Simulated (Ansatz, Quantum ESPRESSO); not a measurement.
# SnO2 (Cassiterite): modes at Γ and the response to a field, part 3 of 5

Wanted: the vibrations of SnO2 (Cassiterite) at Γ, by two programs.

Quantum ESPRESSO 7.5; DFT LDA, scalar-relativistic, plane waves, PseudoDojo norm-conserving pseudopotentials.

So far. Step 5 (Zone-centre response): The acoustic modes at Γ come out as far as 3.2 cm⁻¹ from zero, where they should vanish, a small numerical error; the Born charges miss their sum rule by 9.2e-4 e, which is good. Step 6 (Zone-centre analysis): The rule moves no optical mode by more than 0.1 cm⁻¹. The relaxed cell has a = 4.724, c = 3.195 Å (conventional setting).

## (7) Sum rules set otherwise: a sum rule for molecules or wires on a crystal

This rule also removes rotations, which suits molecules and not a crystal; it is tried to see the harm.

File dynmat.in:

```
 &input
    fildyn='g.dyn',
    asr='zero-dim',
    fileig='dynmat.eig',
    lperm=.true.,
 /
```

Command:

```console
$ dynmat.x -in dynmat.in > dynmat.out
```

The program printed:

```text
[banner, memory and clock lines left out]
Program DYNMAT v.7.5

     Reading Dynamical Matrix from file g.dyn
     ...Force constants read
     ...epsilon and Z* read
     Acoustic Sum Rule: || Z*(ASR) - Z*(orig)|| =    4.622505E+00
     Acoustic Sum Rule: ||dyn(ASR) - dyn(orig)||=    8.471873E-01
     A direction for q was not specified:TO-LO splitting will be absent

     Polarizability (A^3 units)
     multiply by 0.456179 for Clausius-Mossotti correction
        19.686409    0.000000    0.000000
         0.000000   19.686409    0.000000
         0.000000    0.000000   21.515447

     IR activities are in (D/A)^2/amu units

# mode   [cm-1]    [THz]      IR
    1     -0.00   -0.0000    0.0000
    2     -0.00   -0.0000    0.0000
    3     -0.00   -0.0000    0.0000
    4      0.00    0.0000    0.0000
    5      0.00    0.0000    0.0000
    6      0.00    0.0000    0.0000
    7    207.76    6.2285    3.3331
    8    249.35    7.4753   11.1941
    9    253.87    7.6109    6.3168
   10    338.89   10.1597    8.8462
   11    339.18   10.1685    0.4110
   12    392.03   11.7527    1.5607
   13    479.20   14.3660   22.3520
   14    563.99   16.9079   13.3169
   15    575.14   17.2422   18.7642
   16    599.32   17.9672   11.0205
   17    628.74   18.8493    0.0000
   18    755.75   22.6568    0.0000

Electronic dielectric permittivity tensor (relative, adimensional)
         4.468936    0.000000    0.000000
         0.000000    4.468936    0.000000
         0.000000    0.000000    4.791230

 ... with zone-center polar mode contributions
        12.132176    0.171603    0.445688
         0.171603   12.132176    0.445688
         0.445688    0.445688    9.581362

   6) =       0.000000 [THz] =       0.000016 [cm-1]
[end of the log left out, with the tail of the file of modes that dynmat.x writes under the same name]
```

The job ended after 0.48 s (1 thread of Arm Neoverse V2, shared host).

The run ended normally, but on settings that are not sound.

The fault: a sum rule for molecules or wires on a crystal; 3 optical modes are projected out to zero frequency, as if they were rotations, and the static dielectric tensor is spoilt.

For a crystal the rule has to be 'simple' or 'crystal'.

Zone-centre frequencies as printed; negative means imaginary. Modes:

```
mode  frequency (cm⁻¹)
   1                 0
   2                 0
   3                 0
   4                 0
   5                 0
   6                 0
   7             207.8
   8             249.3
   9             253.9
  10             338.9
  11             339.2
  12               392
  13             479.2
  14               564
  15             575.1
  16             599.3
  17             628.7
  18             755.8
```

## (8) Modes along a direction of q (1 0 0)

A longitudinal polar mode sets up a macroscopic field that stiffens it; the term hangs on the direction from which q goes to zero.

File dynmat.in:

```
 &input
    fildyn='g.dyn',
    asr='crystal',
    fileig='dynmat.eig',
    q(1)=1.0,
    q(2)=0.0,
    q(3)=0.0,
 /
```

Command:

```console
$ dynmat.x -in dynmat.in > dynmat.out
```

The program printed:

```text
[banner, memory and clock lines left out]
Program DYNMAT v.7.5

     Reading Dynamical Matrix from file g.dyn
     ...Force constants read
     ...epsilon and Z* read
     Acoustic Sum Rule: || Z*(ASR) - Z*(orig)|| =    6.533536E-04
     Acoustic Sum Rule: ||dyn(ASR) - dyn(orig)||=    8.147494E-05

     Polarizability (A^3 units)
     multiply by 0.456179 for Clausius-Mossotti correction
        19.686409    0.000000    0.000000
         0.000000   19.686409    0.000000
         0.000000    0.000000   21.515447

     IR activities are in (D/A)^2/amu units

# mode   [cm-1]    [THz]      IR
    1     -0.00   -0.0000    0.0000
    2      0.00    0.0000    0.0000
    3      0.00    0.0000    0.0000
    4    101.85    3.0534    0.0000
    5    146.32    4.3866    0.0000
    6    222.73    6.6771    9.7668
    7    264.22    7.9213    0.4210
    8    280.50    8.4092    2.2680
    9    330.01    9.8934    3.9712
   10    347.10   10.4057    0.0000
   11    463.31   13.8898   37.9659
   12    468.82   14.0549    0.0000
   13    468.82   14.0549    0.0000
   14    562.63   16.8672    0.0000
   15    598.53   17.9434   22.5190
   16    628.74   18.8493    0.0000
   17    734.20   22.0106   30.1616
   18    755.75   22.6568    0.0000

[end of the log left out, with the tail of the file of modes that dynmat.x writes under the same name]
```

Elapsed: 0.47 s, on 1 thread.

This step gave:

```
highest mode moved by the LO-TO term : 734.2 cm⁻¹
```

Zone-centre frequencies as printed; negative means imaginary. Modes:

```
mode  frequency (cm⁻¹)
   1                 0
   2                 0
   3                 0
   4             101.8
   5             146.3
   6             222.7
   7             264.2
   8             280.5
   9               330
  10             347.1
  11             463.3
  12             468.8
  13             468.8
  14             562.6
  15             598.5
  16             628.7
  17             734.2
  18             755.8
```

The field moves 3 modes; the highest of them now lies at 734 cm⁻¹, where the highest that moved away lay at 598.

## (9) The LO-TO splitting (0 0 1)

File dynmat.in:

```
 &input
    fildyn='g.dyn',
    asr='crystal',
    fileig='dynmat.eig',
    q(1)=0.0,
    q(2)=0.0,
    q(3)=1.0,
 /
```

Command:

```console
$ dynmat.x -in dynmat.in > dynmat.out
```

The program printed:

```text
[banner, memory and clock lines left out]
Program DYNMAT v.7.5

     Reading Dynamical Matrix from file g.dyn
     ...Force constants read
     ...epsilon and Z* read
     Acoustic Sum Rule: || Z*(ASR) - Z*(orig)|| =    6.533536E-04
     Acoustic Sum Rule: ||dyn(ASR) - dyn(orig)||=    8.147494E-05

     Polarizability (A^3 units)
     multiply by 0.456179 for Clausius-Mossotti correction
        19.686409    0.000000    0.000000
         0.000000   19.686409    0.000000
         0.000000    0.000000   21.515447

     IR activities are in (D/A)^2/amu units

# mode   [cm-1]    [THz]      IR
    1     -0.00   -0.0000    0.0000
    2      0.00    0.0000    0.0000
    3      0.00    0.0000    0.0000
    4    101.85    3.0534    0.0000
    5    146.32    4.3866    0.0000
    6    222.73    6.6771    9.7668
    7    222.73    6.6771    9.7668
    8    280.50    8.4092    2.2680
    9    280.50    8.4092    2.2680
   10    347.10   10.4057    0.0000
   11    468.82   14.0549    0.0000
   12    468.82   14.0549    0.0000
   13    562.63   16.8672    0.0000
   14    598.53   17.9434   22.5190
   15    598.53   17.9434   22.5190
   16    628.74   18.8493    0.0000
   17    672.04   20.1474   37.9659
   18    755.75   22.6568    0.0000

[end of the log left out, with the tail of the file of modes that dynmat.x writes under the same name]
```

Run time: 0.47 s. Hardware: 1 thread.

Numbers from this step:

```yaml
highest_mode_moved_by_the_lo_to_term: 672.0 cm⁻¹
```

Zone-centre frequencies as printed; negative means imaginary. Modes:

```
mode  frequency (cm⁻¹)
   1                 0
   2                 0
   3                 0
   4             101.8
   5             146.3
   6             222.7
   7             222.7
   8             280.5
   9             280.5
  10             347.1
  11             468.8
  12             468.8
  13             562.6
  14             598.5
  15             598.5
  16             628.7
  17               672
  18             755.8
```

The field moves one mode, from 463 to 672 cm⁻¹; the others stay.

## (10) Modes along a direction of q (1 1 1)

File dynmat.in:

```
 &input
    fildyn='g.dyn',
    asr='crystal',
    fileig='dynmat.eig',
    q(1)=1.0,
    q(2)=1.0,
    q(3)=1.0,
 /
```

Command:

```console
$ dynmat.x -in dynmat.in > dynmat.out
```

The program printed:

```text
[banners, grids, parts of the stress and lines that vanish by symmetry left out]
[banner, memory and clock lines left out]
Program DYNMAT v.7.5

     Reading Dynamical Matrix from file g.dyn
     ...Force constants read
     ...epsilon and Z* read
     Acoustic Sum Rule: || Z*(ASR) - Z*(orig)|| =    6.533536E-04
     Acoustic Sum Rule: ||dyn(ASR) - dyn(orig)||=    8.147494E-05

     Polarizability (A^3 units)
     multiply by 0.456179 for Clausius-Mossotti correction
        19.686409    0.000000    0.000000
         0.000000   19.686409    0.000000
         0.000000    0.000000   21.515447

     IR activities are in (D/A)^2/amu units

# mode   [cm-1]    [THz]      IR
    1     -0.00   -0.0000    0.0000
    2     -0.00   -0.0000    0.0000
[...]
17    719.73   21.5770   31.1931
   18    755.75   22.6568    0.0000

[end of the log left out, with the tail of the file of modes that dynmat.x writes under the same name]
```

The job ended after 0.47 s (1 thread).

Numbers from this step:

* highest mode moved by the LO-TO term: 719.7 cm⁻¹

Zone-centre frequencies as printed; negative means imaginary. Modes:

```
mode  frequency (cm⁻¹)
   1                 0
   2                 0
   3                 0
   4             101.8
   5             146.3
   6             222.7
   7             256.2
   8             280.5
   9             298.5
  10             347.1
  11             468.8
  12             468.8
  13             511.5
  14             562.6
  15             598.5
  16             628.7
  17             719.7
  18             755.8
```

The field moves 4 modes; the highest of them now lies at 720 cm⁻¹, where the highest that moved away lay at 598.

(Continued in part 4 of 5.)

[Host names and launcher messages were left out of these logs when they were recorded.]

[Logs are printed without paths, hosts, clocks, repeated set-up lines and the standing remarks that a program may print on its own settings, such as how far it seeks lower states.]

[Hosts, paths, dates, database ids (printed as entryN), source tags and the programs' standing remarks are cut or masked in the printed files.]
